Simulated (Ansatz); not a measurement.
# NaHI2: relaxing a made-up structure, part 2 of 2

This structure for NaHI2 is made up. Its elements were placed in a known structure type with a cell scaled to their sizes. What cell does the guess relax to, and how far off was it?

Ansatz 0.2.0; DFT, PBE, plane-wave PAW, files of the set soft_1, scalar-relativistic, no spin, cell and ions relaxed at zero pressure; PAW set soft_1 (the session's first sound run).

So far: The starting structure; Relaxing cell and atoms.

## 3. Bands of the relaxed cell

With the geometry fixed, one more self-consistent run, with a narrower smearing and the mesh shown in its input, gives the bands, and its pressure, and its forces where symmetry allows any, show how far the geometry depends on these settings.

This step: DFT, PBE, plane-wave PAW, files of the set soft_1, scalar-relativistic, no spin, bands and density of states at the relaxed cell; PAW set soft_1 (Ansatz 0.2.0).

The input, input.yaml:

```yaml
crystal:
  lattice:
    - [3.786795338, -4.2750421398, -0.2674248341]
    - [3.786795338, 4.2750421398, -0.2674248341]
    - [-1.0332567487, 0.0, 4.3854642647]
  atoms:
    - { symbol: I, position: [0.6972929704, 0.8413363546, 0.090627712] }
    - { symbol: I, position: [0.1586636454, 0.3027070296, 0.909372288] }
    - { symbol: Na, position: [0.2380040739, 0.7619959261, 0.5] }
    - { symbol: H, position: [0.9051393103, 0.0948606897, 0.0] }
kpoints:
  mp_grid: { grid: [6, 6, 8] }
  band_path:
    path:
      - [[0.0, 0.0, 0.0], [0.39763875, 0.39763875, -0.590555], [0.46114276, 0.46114276, -0.56340083], [0.5, 0.5, -0.5], [0.57610626, 0.42389374, -0.5]]
      - [[0.42389374, -0.42389374, 0.5], [0.0, 0.0, 0.5], [0.33413474, 0.33413474, 0.38229083], [0.53885724, 0.53885724, -0.43659917]]
      - [[0.66586526, -0.33413474, -0.38229083], [0.60236125, -0.39763875, -0.409445], [0.5, -0.5, 0.0], [0.0, 0.0, 0.0], [0.5, 0.0, -0.5]]
      - [[0.5, 0.0, 0.0], [0.0, 0.0, 0.0]]
    npoints: 6
scf:
  occupations: { method: fermi_dirac, width: 0.03 }
  n_extra_bands: 8
hamiltonian:
  xc: pbe
  pseudopotentials: { kind: paw, azcp: { folder: soft_1 } }
output:
  forces: true
  stress: true
  write_bands: true
  dos: { projected: true }
  write_density: true
  write_potential: true
  elf: true
  volumetric_format: npy
```

The run is started by

```
$ ansatz run input.yaml --threads 4 --pin off --max-ram 8192MiB --backend cpu --events-out ev --progress --plain --runs-dir out
```

Numbers of over 12 decimals in the logs are rounded to 6 here.

The program printed:

```text
[...]
Crystal: 4 atoms, lattice volume = 139.627 Å³
Basis set: ecut = 420 eV, 2733 PW (Γ), exchange–correlation on 80×80×64 points (8 copies of the dense FFT grid, shifted against one another)
Bands: 30, of which v1, the nominal top of the filled ones, is band 22 counted from 1 (21 counted from 0)
Symmetry: 2 space group operations
[...]
k-points: 89 of 288 (time reversal used)
[...]
SCF iter   1: F=—  HF=-16531.779611 eV  |F-HF|=—  |Δ(HF+E_count)|=         —  Δρ=4.40e-2  dr2=2.46e0  ethr=3.10e-3  ⟨swp⟩=8.0  Hψ=13422  notcnv=0
[...]
SCF iter   8: F=-16530.547886 eV  HF=-16530.547885 eV  |F-HF|=1.12e-7  |Δ(HF+E_count)|=   2.74e-6  Δρ=4.81e-6  dr2=5.32e-8  ethr=2.27e-10  ⟨swp⟩=19.6  Hψ=23509  notcnv=0
SCF 1 converged in 8 iterations: F = -16530.547886 eV  dr2 = 5.32e-8
[...]
NSCF: frozen V_eff on 76 k-points
SCF converged after 8 iterations
Free energy (F): -16530.547886 eV
[...]
Internal energy: -16530.547886 eV  (E = F + TS)
E sigma→0 (E₀):  -16530.547886 eV
Fermi energy:    3.689652 eV
[...]
--- Forces (eV/Å), atoms counted from 1 ---
  atom   1  I     -0.00569813     0.00017275     0.00200736
  atom   2  I      0.00569813     0.00017275    -0.00200736
  atom   3  Na    -0.00000000     0.00149633     0.00000000
  atom   4  H      0.00000000    -0.00187221     0.00000000
  max |Σ_I F_I| component: 3.04e-5 eV/Å
--- Stress (GPa, compression-positive) ---
        0.027198       0.000000      -0.007258
        0.000000       0.002121      -0.000000
       -0.007258      -0.000000       0.009598
  P = ⅓ Tr σ = 0.0130 GPa (0.130 kbar)
--- Band table (eV; the first three rows and the last of 89) ---
  k-point 0: bands = [... 18 lower, 1.1136, 1.5541, 1.5864, 1.9962, 5.1794, 5.9946, 7.2465, 8.5411, ... 4 higher]
  k-point 1: bands = [... 18 lower, 1.0107, 1.3038, 1.5795, 2.0169, 5.4596, 5.9851, 7.3609, 8.9304, ... 4 higher]
  k-point 2: bands = [... 18 lower, 0.7871, 1.1327, 1.5710, 1.9807, 5.7541, 6.2025, 7.5619, 8.8269, ... 4 higher]
  k-point 88: bands = [... 18 lower, 0.1926, 1.0135, 1.7416, 1.9758, 5.7443, 6.1752, 7.5108, 9.7911, ... 4 higher]
```

It took 28 s on 4 threads of Arm Neoverse N1, shared host; peak memory 0.58 GiB; 1.8 min of CPU time.

The column dr2 measures how far the density is from self-consistency, as an energy; F and HF (Harris–Foulkes) agree once it is small.

Numbers from this step:

- free energy: -16530.5479 eV
- Fermi energy: 3.690 eV
- gap by band count: 3.027 eV
- pressure: 0.01297 GPa
- gap on the k-mesh: 3.027 eV

From bands.tsv. The electronic bands at the labelled points (eV, zero at the valence top; v1 is the highest filled band, c1 the lowest empty one):

| point | v4 | v3 | v2 | v1 | c1 | c2 | c3 | c4 |
| --- | --- | --- | --- | --- | --- | --- | --- | --- |
| Γ | -1.05 | -0.61 | -0.58 | -0.17 | 3.02 | 3.83 | 5.08 | 6.38 |
| halfway | -1.60 | -1.37 | -0.83 | -0.54 | 3.98 | 5.12 | 5.48 | 6.03 |
| Y | -1.81 | -1.41 | -0.52 | -0.26 | 3.96 | 4.53 | 5.96 | 7.13 |
| halfway | -1.87 | -1.32 | -0.43 | -0.23 | 3.78 | 4.33 | 5.69 | 7.36 |
| F | -1.92 | -1.23 | -0.40 | -0.19 | 3.65 | 4.16 | 5.50 | 7.54 |
| halfway | -1.97 | -1.17 | -0.41 | -0.19 | 3.60 | 4.05 | 5.39 | 7.61 |
| L | -1.97 | -1.15 | -0.42 | -0.19 | 3.58 | 4.01 | 5.35 | 7.63 |
| halfway | -1.96 | -1.15 | -0.43 | -0.20 | 3.58 | 4.02 | 5.35 | 7.51 |
| I | -1.92 | -1.13 | -0.45 | -0.22 | 3.57 | 4.06 | 5.38 | 7.14 |
| jump to I1 | -1.92 | -1.13 | -0.45 | -0.22 | 3.57 | 4.06 | 5.38 | 7.14 |
| halfway | -1.35 | -0.98 | -0.89 | -0.34 | 3.54 | 4.77 | 5.29 | 5.98 |
| Z | -1.38 | -1.05 | -0.52 | -0.37 | 3.58 | 4.49 | 5.55 | 5.94 |
| halfway | -1.56 | -1.38 | -0.94 | -0.45 | 4.32 | 4.92 | 5.72 | 6.61 |
| H | -1.73 | -1.43 | -0.83 | -0.30 | 4.42 | 4.92 | 6.53 | 6.69 |
| halfway | -0.98 | -0.56 | -0.33 | -0.13 | 3.82 | 5.20 | 5.95 | 6.52 |
| F1 | -1.92 | -1.23 | -0.40 | -0.19 | 3.65 | 4.16 | 5.50 | 7.54 |
| jump to H1 | -1.73 | -1.43 | -0.83 | -0.30 | 4.42 | 4.92 | 6.53 | 6.69 |
| halfway | -1.75 | -1.45 | -0.66 | -0.28 | 4.18 | 4.73 | 6.29 | 6.87 |
| Y1 | -1.81 | -1.41 | -0.52 | -0.26 | 3.96 | 4.53 | 5.96 | 7.13 |
| halfway | -1.36 | -1.02 | -0.25 | -0.03 | 3.75 | 5.54 | 6.14 | 6.63 |
| X | -0.96 | -0.55 | -0.24 | -0.01 | 3.63 | 5.28 | 5.85 | 6.75 |
| halfway | -1.00 | -0.85 | -0.52 | -0.11 | 3.50 | 4.56 | 5.81 | 5.93 |
| Γ | -1.05 | -0.61 | -0.58 | -0.17 | 3.02 | 3.83 | 5.08 | 6.38 |
| halfway | -1.44 | -1.22 | -0.83 | -0.44 | 4.16 | 4.44 | 5.70 | 6.03 |
| N | -1.48 | -1.40 | -1.07 | -0.92 | 4.48 | 5.03 | 5.99 | 6.85 |
| jump to M | -1.41 | -1.15 | -0.81 | -0.36 | 4.68 | 5.15 | 5.53 | 6.53 |

Counts of states for the cell as run, both spins, by energy window (eV from the valence-band top):

```
from  to  total
  -8  -7   0.00
  -7  -6   0.00
  -6  -5   0.00
  -5  -4   2.00
  -4  -3   0.00
  -3  -2   0.99
  -2  -1   4.51
  -1   0   4.50
   0   1   0.00
   1   2   0.00
   2   3   0.00
   3   4   1.13
   4   5   2.14
   5   6   2.15
   6   7   3.02
   7   8   3.21
```

A further 32.0 states lie below the table's range.

ELF in the ac plane of the cell as run, not the conventional one, at fractional y = 0.095, with atoms of H within 0.2 Å of it. It is the smooth field of the valence electrons, not physical close to the nuclei.

Ten even steps from '0' (0.01) to '9' (0.97), each cell a mean:
```
6677862002335898
6678862001112566
6778862000000135
6788752000000024
5676530000000002
1333200000110000
0000000002443200
0000000014666420
0000000025776531
2112310025776554
5345530025666788
7567751014556899
```
Columns run along a (5.7 Å), rows up along c (4.5 Å). Atoms in or near the plane, at fractional coordinates: H at (0.91, 0.00).

Electrostatic potential energy in the ac plane of the cell as run, not the conventional one, at fractional y = 0.095, with atoms of H within 0.2 Å of it. With pseudopotentials it is smooth inside the atoms' cores, unlike the true potential.

Ten even steps from '_' (-3.2 eV) to '@' (7.9 eV), each cell a mean:
```
----::--**%%@@@@@@@@@@%%**::____
==..__--**%%@@@@@@@@@@@@%%**++++
==::::==##%%@@@@@@@@@@@@@@%%%%##
**++++**##%%%%@@@@@@@@@@@@@@@@%%
%%####%%%%%%%%@@@@@@@@@@@@@@@@@@
@@@@%%%%%%%%%%@@@@@@@@@@@@@@@@@@
@@@@@@@@%%@@@@@@@@@@@@@@@@@@@@@@
@@@@@@@@@@@@@@@@@@@@@@@@%%%%@@@@
@@@@@@@@@@@@@@@@@@@@%%######%%%%
%%%%%%@@@@@@@@@@@@@@%%********##
**####%%%%@@@@@@@@@@##****==::::
--++++**##@@@@@@@@@@%%##**..____
```
Columns run along a (5.7 Å; values clipped at the 3rd and 97th percentile), rows up along c (4.5 Å). Atoms in or near the plane, at fractional coordinates: H at (0.91, 0.00).

Valence density in the ac plane of the cell as run, not the conventional one, at fractional y = 0.095, with atoms of H within 0.2 Å of it. It is the smooth field of the valence electrons, not physical close to the nuclei.

Ten steps, logarithmic in the rise over the least value, from '_' (0.0 e/Å³) to '@' (1.0 e/Å³), each cell a mean:
```
########**++--::::--====**##@@%%
####%%##**++--::::::::--==++**##
########**==--........::--==++**
********++--::..______....::==++
++++++==--::..__________..::--==
--------::..________....::::::--
::::::....________..::--------::
::......________..::--========--
--::::..........::--++++++++++==
==--------::::::--==++********++
**++++++==--::::--==++****##%%##
##******++==--::--==++++**%%@@@@
```
Columns run along a (5.7 Å), rows up along c (4.5 Å). Atoms in or near the plane, at fractional coordinates: H at (0.91, 0.00).

## 4. What came out

| Item | Value |
| --- | --- |
| space group, relaxed | C2 |
| conventional cell | a = 7.592, b = 8.550, c = 4.506 Å; α = 90.0°, β = 107.3°, γ = 90.0° |
| volume per atom | 34.91 Å³ (guess 30.21) |

What this shows: NaHI2 relaxes to C2 with a = 7.592, b = 8.550 and c = 4.506 Å. The guessed volume was 13 % too small. The space group C2 was held in the relaxation, so the end point is a stationary structure within it and may be a saddle against distortions or other arrangements. It has an indirect Kohn–Sham gap of 3.02 eV, which semilocal functionals understate. On the 6×6×8 mesh with the narrower smearing (relaxed on 5×5×6) the largest force component is 0.006 eV/Å and the largest stress component is 0.027 GPa, within the relaxation's thresholds of 0.015 eV/Å and 0.05 GPa. The cutoff wasn't tested. A vector of the cell changed its length by 9 %, more than the volume shows. Spin-orbit coupling is left out, which can matter for elements this heavy. No dispersion term is used, so weakly bound directions may come out too long. Nothing here tests whether the compound is stable against decomposition.

[Logs are printed without paths, hosts, clocks, repeated set-up lines and the standing remarks that a program may print on its own settings, such as how far it seeks lower states.]

[Hosts, paths, dates, database ids (printed as entryN), source tags and the programs' standing remarks are cut or masked in the printed files.]
